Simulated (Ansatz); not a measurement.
# Sr on Al(100): change of the work function, part 2 of 5

Wanted: Δφ(θ) for Sr/Al(100), starting from the hollow site.

Ansatz 0.2.0; plane-wave DFT, r2SCAN, Ansatz PAW (the session's first sound run).

So far, work function, upper face (eV): step 2 (the clean slab) 4.40.

**3. Adsorbate added, k-mesh 3×3×1, coverage 0.0625 ML**

System of this step: Sr/Al(100). The cell holds 65 atoms: 64 Al and 1 Sr. Its edges and angles: a = 11.455 Å, b = 11.455 Å, c = 26.744 Å, α = 90.0°, β = 90.0°, γ = 90.0°. Vacuum lies along c.

The clean slab as it ended is repeated in the plane and the adsorbate is set on one face; the cell's size fixes the coverage, and the k-mesh shrinks with it to keep the sampling density about even. Adsorbate and upper layers relax, since the dipole depends on the height.

input.yaml reads:

```yaml
crystal:
  lattice:
    - [11.4551298552, 0.0, 0.0]
    - [0.0, 11.4551298552, 0.0]
    - [0.0, 0.0, 26.7442541954]
  atoms:
    - { symbol: Al, position: [0.125, 0.125, 0.3365208816] }
    - { symbol: Al, position: [0.0, 0.0, 0.41223808] }
    - { symbol: Al, position: [0.125, 0.125, 0.4896053322] }
    - { symbol: Al, position: [0.0, 0.0, 0.565199976] }
    - { symbol: Al, position: [0.125, 0.375, 0.3365208816] }
    - { symbol: Al, position: [0.0, 0.25, 0.41223808] }
    - { symbol: Al, position: [0.125, 0.375, 0.4896053322] }
    - { symbol: Al, position: [0.0, 0.25, 0.565199976] }
    - { symbol: Al, position: [0.125, 0.625, 0.3365208816] }
    - { symbol: Al, position: [0.0, 0.5, 0.41223808] }
    - { symbol: Al, position: [0.125, 0.625, 0.4896053322] }
    - { symbol: Al, position: [0.0, 0.5, 0.565199976] }
    - { symbol: Al, position: [0.125, 0.875, 0.3365208816] }
    - { symbol: Al, position: [0.0, 0.75, 0.41223808] }
    - { symbol: Al, position: [0.125, 0.875, 0.4896053322] }
    - { symbol: Al, position: [0.0, 0.75, 0.565199976] }
    - { symbol: Al, position: [0.375, 0.125, 0.3365208816] }
    - { symbol: Al, position: [0.25, 0.0, 0.41223808] }
    - { symbol: Al, position: [0.375, 0.125, 0.4896053322] }
    - { symbol: Al, position: [0.25, 0.0, 0.565199976] }
    - { symbol: Al, position: [0.375, 0.375, 0.3365208816] }
    - { symbol: Al, position: [0.25, 0.25, 0.41223808] }
    - { symbol: Al, position: [0.375, 0.375, 0.4896053322] }
    - { symbol: Al, position: [0.25, 0.25, 0.565199976] }
    - { symbol: Al, position: [0.375, 0.625, 0.3365208816] }
    - { symbol: Al, position: [0.25, 0.5, 0.41223808] }
    - { symbol: Al, position: [0.375, 0.625, 0.4896053322] }
    - { symbol: Al, position: [0.25, 0.5, 0.565199976] }
    - { symbol: Al, position: [0.375, 0.875, 0.3365208816] }
    - { symbol: Al, position: [0.25, 0.75, 0.41223808] }
    - { symbol: Al, position: [0.375, 0.875, 0.4896053322] }
    - { symbol: Al, position: [0.25, 0.75, 0.565199976] }
    - { symbol: Al, position: [0.625, 0.125, 0.3365208816] }
    - { symbol: Al, position: [0.5, 0.0, 0.41223808] }
    - { symbol: Al, position: [0.625, 0.125, 0.4896053322] }
    - { symbol: Al, position: [0.5, 0.0, 0.565199976] }
    - { symbol: Al, position: [0.625, 0.375, 0.3365208816] }
    - { symbol: Al, position: [0.5, 0.25, 0.41223808] }
    - { symbol: Al, position: [0.625, 0.375, 0.4896053322] }
    - { symbol: Al, position: [0.5, 0.25, 0.565199976] }
    - { symbol: Al, position: [0.625, 0.625, 0.3365208816] }
    - { symbol: Al, position: [0.5, 0.5, 0.41223808] }
    - { symbol: Al, position: [0.625, 0.625, 0.4896053322] }
    - { symbol: Al, position: [0.5, 0.5, 0.565199976] }
    - { symbol: Al, position: [0.625, 0.875, 0.3365208816] }
    - { symbol: Al, position: [0.5, 0.75, 0.41223808] }
    - { symbol: Al, position: [0.625, 0.875, 0.4896053322] }
    - { symbol: Al, position: [0.5, 0.75, 0.565199976] }
    - { symbol: Al, position: [0.875, 0.125, 0.3365208816] }
    - { symbol: Al, position: [0.75, 0.0, 0.41223808] }
    - { symbol: Al, position: [0.875, 0.125, 0.4896053322] }
    - { symbol: Al, position: [0.75, 0.0, 0.565199976] }
    - { symbol: Al, position: [0.875, 0.375, 0.3365208816] }
    - { symbol: Al, position: [0.75, 0.25, 0.41223808] }
    - { symbol: Al, position: [0.875, 0.375, 0.4896053322] }
    - { symbol: Al, position: [0.75, 0.25, 0.565199976] }
    - { symbol: Al, position: [0.875, 0.625, 0.3365208816] }
    - { symbol: Al, position: [0.75, 0.5, 0.41223808] }
    - { symbol: Al, position: [0.875, 0.625, 0.4896053322] }
    - { symbol: Al, position: [0.75, 0.5, 0.565199976] }
    - { symbol: Al, position: [0.875, 0.875, 0.3365208816] }
    - { symbol: Al, position: [0.75, 0.75, 0.41223808] }
    - { symbol: Al, position: [0.875, 0.875, 0.4896053322] }
    - { symbol: Al, position: [0.75, 0.75, 0.565199976] }
    - { symbol: Sr, position: [0.125, 0.125, 0.6634791184] }
kpoints:
  mp_grid: { grid: [3, 3, 1] }
hamiltonian:
  xc: r2scan
scf:
  occupations: { method: fermi_dirac, width: 0.1 }
  convergence: { dr2_threshold: 1.0e-08 }
efield:
  axis: 3
  dipole_correction: true
  ramp_position: 0.97
  ramp_width: 0.06
relax:
  f_tol: 0.02
  max_steps: 60
  constraints:
    - { sites: [0, 1, 4, 5, 8, 9, 12, 13, 16, 17, 20, 21, 24, 25, 28, 29, 32, 33, 36, 37, 40, 41, 44, 45, 48, 49, 52, 53, 56, 57, 60, 61] }
output:
  bader: true
  write_potential: true
  write_density: true
  volumetric_format: npy
```

The run is started by

```console
$ ansatz run input.yaml --threads 4 --pin off --max-ram 12288MiB --backend cpu --events-out ev --progress --plain --runs-dir out
```

Numbers of over 12 decimals in the logs are rounded to 6 here.

The log of the run:

```text
[...]
Crystal: 65 atoms, lattice volume = 3509.381 Å³
Basis set: ecut = 500 eV, 89009 PW (Γ), exchange–correlation on 360×360×800 points (64 copies of the dense FFT grid, shifted against one another)
Bands: 166, of which v1, the nominal top of the filled ones, is band 101 counted from 1 (100 counted from 0)
Symmetry: 8 space group operations
[...]
k-points: 3 of 9
[...]
SCF iter   1: F=—  HF=-38123.765547 eV  |F-HF|=—  |Δ(HF+E_count)|=         —  Δρ=2.41e-3  dr2=2.12e0  dr2_τ=2.14e-1  ethr=1.77e-3  p=0.769 e·Å  D=3.96e-2 V/Å  ΔV_dip=-1.06 eV  dr2_dipole=6.89e-1  V_vac-E_F(+/−)=3.04/4.10 eV  ⟨swp⟩=15.0  Hψ=3901  notcnv=0  defer=13
[...]
SCF iter   9: F=-38124.119291 eV  HF=-38124.119291 eV  |F-HF|=6.55e-10  |Δ(HF+E_count)|=   2.00e-8  Δρ=1.52e-7  dr2=2.01e-9  dr2_τ=2.01e-11  ethr=4.95e-12  p=1.340 e·Å  D=6.91e-2 V/Å  ΔV_dip=-1.85 eV  dr2_dipole=1.06e-10  V_vac-E_F(+/−)=2.54/4.38 eV  ⟨swp⟩=12.0  Hψ=3714  notcnv=0
SCF 1 converged in 9 iterations: F = -38124.119291 eV  dr2 = 2.01e-9
[...]
relax step   1: F+E_penalty+E_count = -38124.11929070 eV  Δ(F+E_penalty+E_count) = +0.000e0 eV  max|allowed force component| = 6.380e-1 eV/Å  Δτ_max = 0.0000 Å  (9 SCF iters, accepted)
[...]
SCF iter   1: F=—  HF=-38124.150816 eV  |F-HF|=—  |Δ(HF+E_count)|=         —  Δρ=1.73e-3  dr2=5.60e-1  dr2_τ=1.23e0  ethr=4.45e-4  p=1.340 e·Å  D=6.91e-2 V/Å  ΔV_dip=-1.85 eV  dr2_dipole=2.84e-2  V_vac-E_F(+/−)=2.56/4.41 eV  ⟨swp⟩=1.3  Hψ=2425  notcnv=0  defer=18
[...]
eigensolver tolerance schedule: the retry pair's looser diagonalisation over-reported the residual by 0.60 of it (diagonalisation noise at 0.11 of the residual, at the tolerance the schedule requests for it); recorded, not acted on — ethr = c·dr2/N_el stays at c = 1.0e-1
[...]
SCF iter   2: F=—  HF=-38124.391283 eV  |F-HF|=—  |Δ(HF+E_count)|=   2.40e-1  Δρ=6.19e-4  dr2=5.59e-2  dr2_τ=2.71e-3  ethr=2.77e-4  p=1.303 e·Å  D=6.72e-2 V/Å  ΔV_dip=-1.80 eV  dr2_dipole=9.25e-3  V_vac-E_F(+/−)=2.59/4.39 eV  ⟨swp⟩=4.3  Hψ=1029  notcnv=0  defer=19
[...]
SCF iter   9: F=-38124.388772 eV  HF=-38124.388772 eV  |F-HF|=1.13e-9  |Δ(HF+E_count)|=   1.56e-8  Δρ=1.25e-7  dr2=1.65e-9  dr2_τ=2.39e-11  ethr=4.95e-12  p=1.271 e·Å  D=6.56e-2 V/Å  ΔV_dip=-1.75 eV  dr2_dipole=6.06e-13  V_vac-E_F(+/−)=2.64/4.39 eV  ⟨swp⟩=11.7  Hψ=3738  notcnv=0
SCF 2 converged in 9 iterations: F = -38124.388772 eV  dr2 = 1.65e-9
relax step   2: F+E_penalty+E_count = -38124.38877228 eV  Δ(F+E_penalty+E_count) = -2.695e-1 eV  max|allowed force component| = 1.964e-1 eV/Å  Δτ_max = 0.1998 Å  (9 SCF iters, accepted)
SCF iter   1: F=—  HF=-38124.208557 eV  |F-HF|=—  |Δ(HF+E_count)|=         —  Δρ=1.18e-3  dr2=3.32e-1  dr2_τ=4.93e-1  ethr=1.41e-3  p=1.271 e·Å  D=6.56e-2 V/Å  ΔV_dip=-1.75 eV  dr2_dipole=3.43e-2  V_vac-E_F(+/−)=2.64/4.40 eV  ⟨swp⟩=5.0  Hψ=1529  notcnv=0  defer=24
[...]
SCF iter   8: F=-38124.436042 eV  HF=-38124.436042 eV  |F-HF|=5.97e-10  |Δ(HF+E_count)|=   3.75e-8  Δρ=3.35e-7  dr2=7.11e-9  dr2_τ=5.84e-10  ethr=4.95e-12  p=1.225 e·Å  D=6.32e-2 V/Å  ΔV_dip=-1.69 eV  dr2_dipole=3.93e-11  V_vac-E_F(+/−)=2.70/4.39 eV  ⟨swp⟩=10.3  Hψ=4323  notcnv=0
SCF 3 converged in 8 iterations: F = -38124.436042 eV  dr2 = 7.11e-9
relax step   3: F+E_penalty+E_count = -38124.43604162 eV  Δ(F+E_penalty+E_count) = -4.727e-2 eV  max|allowed force component| = 3.061e-2 eV/Å  Δτ_max = 0.1244 Å  (8 SCF iters, accepted)
SCF iter   1: F=—  HF=-38124.434252 eV  |F-HF|=—  |Δ(HF+E_count)|=         —  Δρ=1.23e-4  dr2=3.00e-3  dr2_τ=4.88e-3  ethr=2.19e-5  p=1.225 e·Å  D=6.32e-2 V/Å  ΔV_dip=-1.69 eV  dr2_dipole=4.94e-5  V_vac-E_F(+/−)=2.70/4.39 eV  ⟨swp⟩=3.0  Hψ=1155  notcnv=0  defer=29
[...]
SCF iter   7: F=-38124.437220 eV  HF=-38124.437220 eV  |F-HF|=1.35e-9  |Δ(HF+E_count)|=   1.78e-8  Δρ=1.32e-7  dr2=1.32e-9  dr2_τ=3.93e-11  ethr=4.95e-12  p=1.229 e·Å  D=6.34e-2 V/Å  ΔV_dip=-1.69 eV  dr2_dipole=2.25e-12  V_vac-E_F(+/−)=2.70/4.39 eV  ⟨swp⟩=11.7  Hψ=3794  notcnv=0
SCF 4 converged in 7 iterations: F = -38124.437220 eV  dr2 = 1.32e-9
relax step   4: F+E_penalty+E_count = -38124.43721984 eV  Δ(F+E_penalty+E_count) = -1.178e-3 eV  max|allowed force component| = 3.572e-3 eV/Å  Δτ_max = 0.0124 Å  (7 SCF iters, accepted)
NSCF: frozen V_eff on 3 k-points
[...]
SCF iter   2: F=-38124.437220 eV  HF=-38124.437220 eV  |F-HF|=4.37e-11  |Δ(HF+E_count)|=   1.55e-9  Δρ=5.50e-8  dr2=3.72e-10  dr2_τ=3.44e-12  ethr=1.00e-12  p=1.229 e·Å  D=6.34e-2 V/Å  ΔV_dip=-1.69 eV  dr2_dipole=7.50e-13  V_vac-E_F(+/−)=2.70/4.39 eV  ⟨swp⟩=9.0  Hψ=3079  notcnv=0
SCF 5 converged in 2 iterations: F = -38124.437220 eV  dr2 = 3.72e-10
[...]
SCF converged after 2 iterations
Free energy (F): -38124.437220 eV
[...]
Internal energy: -38123.531845 eV  (E = F + TS)
E sigma→0 (E₀):  -38123.984533 eV
Entropy (-TS):   -0.905375 eV (-13.929 meV/atom)
Fermi energy:    0.083845 eV
Dipole field:    D = 0.063370 V/Å  (p = 1.229004 e·Å, saw-weighted, corrected)
Work function:   Φ+ = 2.6952 eV   Φ− = 4.3900 eV
[...]
--- Forces (eV/Å), atoms counted from 1 ---
  atom   1  Al    -0.00000000     0.00000000     0.11743534
  atom   2  Al    -0.00512316    -0.00512316    -0.02588632
  atom   3  Al     0.00000000     0.00000000     0.00357537
  atom   4  Al    -0.00230548    -0.00230548    -0.00103181
  atom   5  Al     0.00000000     0.02809507     0.07033428
  atom   6  Al    -0.00512316     0.00512316    -0.02588632
  atom   7  Al     0.00000000     0.00024530     0.00000896
  atom   8  Al    -0.00230548     0.00230548    -0.00103181
  atom   9  Al     0.00000000     0.00000000     0.04465753
  atom  10  Al    -0.00692364    -0.00265957    -0.05621787
  atom  11  Al     0.00000000     0.00000000     0.00092580
  atom  12  Al     0.00016959    -0.00058642    -0.00011922
  atom  13  Al     0.00000000    -0.02809507     0.07033428
  atom  14  Al    -0.00692364     0.00265957    -0.05621787
  atom  15  Al     0.00000000    -0.00024530     0.00000896
  atom  16  Al     0.00016959     0.00058642    -0.00011922
  atom  17  Al     0.02809507     0.00000000     0.07033428
  atom  18  Al     0.00512316    -0.00512316    -0.02588632
  atom  19  Al     0.00024530     0.00000000     0.00000896
  atom  20  Al     0.00230548    -0.00230548    -0.00103181
  atom  21  Al     0.00865762     0.00865762     0.04877014
  atom  22  Al     0.00512316     0.00512316    -0.02588632
  atom  23  Al     0.00041808     0.00041808    -0.00048137
  atom  24  Al     0.00230548     0.00230548    -0.00103181
  atom  25  Al    -0.00526161     0.00000000     0.03999711
  atom  26  Al     0.00692364    -0.00265957    -0.05621787
  atom  27  Al     0.00051325     0.00000000     0.00109095
  atom  28  Al    -0.00016959    -0.00058642    -0.00011922
  atom  29  Al     0.00865762    -0.00865762     0.04877014
  atom  30  Al     0.00692364     0.00265957    -0.05621787
  atom  31  Al     0.00041808    -0.00041808    -0.00048137
  atom  32  Al    -0.00016959     0.00058642    -0.00011922
  atom  33  Al     0.00000000     0.00000000     0.04465753
  atom  34  Al    -0.00265957    -0.00692364    -0.05621787
  atom  35  Al     0.00000000     0.00000000     0.00092580
  atom  36  Al    -0.00058642     0.00016959    -0.00011922
  atom  37  Al     0.00000000    -0.00526161     0.03999711
  atom  38  Al    -0.00265957     0.00692364    -0.05621787
  atom  39  Al     0.00000000     0.00051325     0.00109095
  atom  40  Al    -0.00058642    -0.00016959    -0.00011922
[...]
atom  54  Al     0.00265957     0.00692364    -0.05621787
  atom  55  Al    -0.00041808     0.00041808    -0.00048137
  atom  56  Al     0.00058642    -0.00016959    -0.00011922
  atom  57  Al     0.00526161     0.00000000     0.03999711
  atom  58  Al    -0.00451920     0.00451920    -0.08452647
  atom  59  Al    -0.00051325     0.00000000     0.00109095
  atom  60  Al    -0.00005163     0.00005163    -0.00009789
  atom  61  Al    -0.00865762    -0.00865762     0.04877014
  atom  62  Al    -0.00451920    -0.00451920    -0.08452647
  atom  63  Al    -0.00041808    -0.00041808    -0.00048137
  atom  64  Al    -0.00005163    -0.00005163    -0.00009789
  atom  65  Sr     0.00000000     0.00000000     0.00055102
  max |Σ_I F_I| component: 7.86e-6 eV/Å
--- Band table (eV) ---
  k-point 0: bands = [... 97 lower, 0.0668, 0.0980, 0.1463, 0.1555, 0.1654, 0.1654, 0.3847, 0.4311, ... 61 higher]
  k-point 1: bands = [... 97 lower, -0.1536, -0.1190, -0.1088, 0.0374, 0.0852, 0.1094, 0.1284, 0.1794, ... 61 higher]
  k-point 2: bands = [... 97 lower, -0.3191, -0.0624, 0.0217, 0.0971, 0.2076, 0.2110, 0.3505, 0.3590, ... 61 higher]
--- Relaxed structure (4 steps of the walk, 4 accepted, 0 SCFs on fresh bases) ---
  F+E_penalty+E_count = -38124.43721984 eV   max|allowed force component| = 3.572e-3 eV/Å
  atoms:
    - { symbol: Al, position: [0.125, 0.125, 0.336521] }
    - { symbol: Al, position: [0.0, 0.0, 0.41223808] }
    - { symbol: Al, position: [0.125, 0.125, 0.486564] }
    - { symbol: Al, position: [-0.00316309, -0.00316309, 0.559478] }
    - { symbol: Al, position: [0.125, 0.375, 0.336521] }
    - { symbol: Al, position: [0.0, 0.25, 0.41223808] }
    - { symbol: Al, position: [0.125, 0.375403, 0.485866] }
    - { symbol: Al, position: [-0.00316309, 0.253163, 0.559478] }
    - { symbol: Al, position: [0.125, 0.625, 0.336521] }
    - { symbol: Al, position: [0.0, 0.5, 0.41223808] }
    - { symbol: Al, position: [0.125, 0.625, 0.485696] }
    - { symbol: Al, position: [-0.000182433, 0.501677, 0.560637] }
    - { symbol: Al, position: [0.125, 0.875, 0.336521] }
    - { symbol: Al, position: [0.0, 0.75, 0.41223808] }
    - { symbol: Al, position: [0.125, 0.874597, 0.485866] }
    - { symbol: Al, position: [-0.000182433, 0.748323, 0.560637] }
    - { symbol: Al, position: [0.375, 0.125, 0.336521] }
    - { symbol: Al, position: [0.25, 0.0, 0.41223808] }
    - { symbol: Al, position: [0.375403, 0.125, 0.485866] }
    - { symbol: Al, position: [0.253163, -0.00316309, 0.559478] }
    - { symbol: Al, position: [0.375, 0.375, 0.336521] }
    - { symbol: Al, position: [0.25, 0.25, 0.41223808] }
    - { symbol: Al, position: [0.375591, 0.375591, 0.485791] }
    - { symbol: Al, position: [0.253163, 0.253163, 0.559478] }
    - { symbol: Al, position: [0.375, 0.625, 0.336521] }
    - { symbol: Al, position: [0.25, 0.5, 0.41223808] }
    - { symbol: Al, position: [0.375366, 0.625, 0.485796] }
    - { symbol: Al, position: [0.250182, 0.501677, 0.560637] }
    - { symbol: Al, position: [0.375, 0.875, 0.336521] }
    - { symbol: Al, position: [0.25, 0.75, 0.41223808] }
    - { symbol: Al, position: [0.375591, 0.874409, 0.485791] }
    - { symbol: Al, position: [0.250182, 0.748323, 0.560637] }
    - { symbol: Al, position: [0.625, 0.125, 0.336521] }
    - { symbol: Al, position: [0.5, 0.0, 0.41223808] }
    - { symbol: Al, position: [0.625, 0.125, 0.485696] }
    - { symbol: Al, position: [0.501677, -0.000182433, 0.560637] }
    - { symbol: Al, position: [0.625, 0.375, 0.336521] }
    - { symbol: Al, position: [0.5, 0.25, 0.41223808] }
    - { symbol: Al, position: [0.625, 0.375366, 0.485796] }
    - { symbol: Al, position: [0.501677, 0.250182, 0.560637] }
[...]
- { symbol: Al, position: [0.875, 0.375, 0.336521] }
    - { symbol: Al, position: [0.75, 0.25, 0.41223808] }
    - { symbol: Al, position: [0.874409, 0.375591, 0.485791] }
    - { symbol: Al, position: [0.748323, 0.250182, 0.560637] }
    - { symbol: Al, position: [0.875, 0.625, 0.336521] }
    - { symbol: Al, position: [0.75, 0.5, 0.41223808] }
    - { symbol: Al, position: [0.874634, 0.625, 0.485796] }
    - { symbol: Al, position: [0.749857, 0.500143, 0.560661] }
    - { symbol: Al, position: [0.875, 0.875, 0.336521] }
    - { symbol: Al, position: [0.75, 0.75, 0.41223808] }
    - { symbol: Al, position: [0.874409, 0.874409, 0.485791] }
    - { symbol: Al, position: [0.749857, 0.749857, 0.560661] }
    - { symbol: Sr, position: [0.125, 0.125, 0.651820] }
--- Bader charges: 65 sites ---
  site symbol  charge [e]  shift [e]
     0     Al      0.0125     0.0000
     1     Al     -0.0073     0.0000
     2     Al     -0.0218     0.0000
     3     Al     -0.2331     0.0000
     4     Al      0.0088     0.0000
     5     Al     -0.0073     0.0000
     6     Al     -0.0178     0.0000
     7     Al     -0.2331     0.0000
     8     Al      0.0120     0.0000
     9     Al     -0.0028     0.0000
    10     Al     -0.0194     0.0000
    11     Al     -0.0323     0.0000
    12     Al      0.0088     0.0000
    13     Al     -0.0028     0.0000
    14     Al     -0.0178     0.0000
    15     Al     -0.0323     0.0000
    16     Al      0.0088     0.0000
    17     Al     -0.0073     0.0000
    18     Al     -0.0178     0.0000
    19     Al     -0.2331     0.0000
    20     Al      0.0058     0.0000
    21     Al     -0.0073     0.0000
    22     Al      0.0161     0.0000
    23     Al     -0.2331     0.0000
    24     Al      0.0056     0.0000
    25     Al     -0.0028     0.0000
    26     Al     -0.0044     0.0000
    27     Al     -0.0323     0.0000
    28     Al      0.0058     0.0000
    29     Al     -0.0028     0.0000
    30     Al      0.0162     0.0000
    31     Al     -0.0323     0.0000
    32     Al      0.0120     0.0000
    33     Al     -0.0028     0.0000
    34     Al     -0.0194     0.0000
    35     Al     -0.0323     0.0000
    36     Al      0.0056     0.0000
    37     Al     -0.0028     0.0000
    38     Al     -0.0044     0.0000
    39     Al     -0.0323     0.0000
[...]
53     Al     -0.0028     0.0000
    54     Al      0.0162     0.0000
    55     Al     -0.0323     0.0000
    56     Al      0.0056     0.0000
    57     Al     -0.0111     0.0000
    58     Al     -0.0044     0.0000
    59     Al     -0.0171     0.0000
    60     Al      0.0058     0.0000
    61     Al     -0.0111     0.0000
    62     Al      0.0162     0.0000
    63     Al     -0.0171     0.0000
    64     Sr      1.3150     0.0000
  estimated error of the sums over rays = 3.2e-4 e
```

Run time: 15 min. Hardware: 4 threads of Arm Neoverse V1, shared host; peak memory 9.1 GiB; 60 min of CPU time.

Relaxation path:

```tsv
step	energy less that of the first step (eV)	largest force component (eV/Å)
1	0.0000	0.6380
2	-0.2695	0.1964
3	-0.3168	0.0306
4	-0.3179	0.0036
```

Forces are held to the 8 operations that the run works with; a distortion that breaks them can't arise in this run.

The atoms that moved most (Å):

```tsv
atom	dx	dy	dz	length
Sr65	0.000	0.000	-0.312	0.312
Al24	0.036	0.036	-0.153	0.161
Al20	0.036	-0.036	-0.153	0.161
Al8	-0.036	0.036	-0.153	0.161
Al4	-0.036	-0.036	-0.153	0.161
Al12	-0.002	0.019	-0.122	0.124
Al40	0.019	0.002	-0.122	0.124
Al28	0.002	0.019	-0.122	0.124
```

Numbers from this step:

```yaml
energy_at_zero_smearing: -38123.9845 eV
work_function_upper_face: 2.695 eV
work_function_lower_face: 4.390 eV
dipole_along_the_normal: 1.229 e·Å
step_between_the_vacuum_levels: -1.695 eV
```

Running mean over 2.025 Å of the planar mean; the ramp of the sawtooth is left out. Table of electron's electrostatic potential energy less the Fermi level by z:

```tsv
z (Å)	electron's electrostatic potential energy less the Fermi level (eV)
3.5	4.39
4.0	4.39
4.5	4.39
5.0	4.39
5.5	4.37
6.0	4.33
6.5	4.15
7.0	3.57
7.5	1.93
8.0	-0.510
8.5	-2.84
9.0	-4.22
9.5	-4.55
10.0	-4.61
10.5	-4.63
11.0	-4.68
11.5	-4.80
12.0	-4.83
12.5	-4.81
13.0	-4.72
13.5	-4.75
14.0	-4.74
14.5	-4.66
15.0	-4.25
15.5	-2.89
16.0	-0.832
16.5	0.958
17.0	1.93
17.5	2.08
18.0	2.09
18.5	2.34
19.0	2.60
19.5	2.67
20.0	2.69
20.5	2.69
21.0	2.69
21.5	2.69
22.0	2.70
22.5	2.70
23.0	2.70
23.5	2.70
```

The relaxation took 4 steps and lowered the energy by 0.32 eV; the largest force on the free atoms ends at 0.0036 eV/Å.

The covered face has 2.70 eV, -1.71 eV against the clean one; the bare back face has moved by -0.01 eV, a measure of how thin the slab is.

(Part 2 of 5 ends here.)

[Logs are printed without paths, hosts, clocks, repeated set-up lines and the standing remarks that a program may print on its own settings, such as how far it seeks lower states.]

[Hosts, paths, dates, database ids (printed as entryN), source tags and the programs' standing remarks are cut or masked in the printed files.]

[Maps of the electrostatic potential energy from Ansatz leave out the sawtooth potential of an applied field or a dipole correction, so their vacuum need not be flat; planar profiles and work functions include it.]
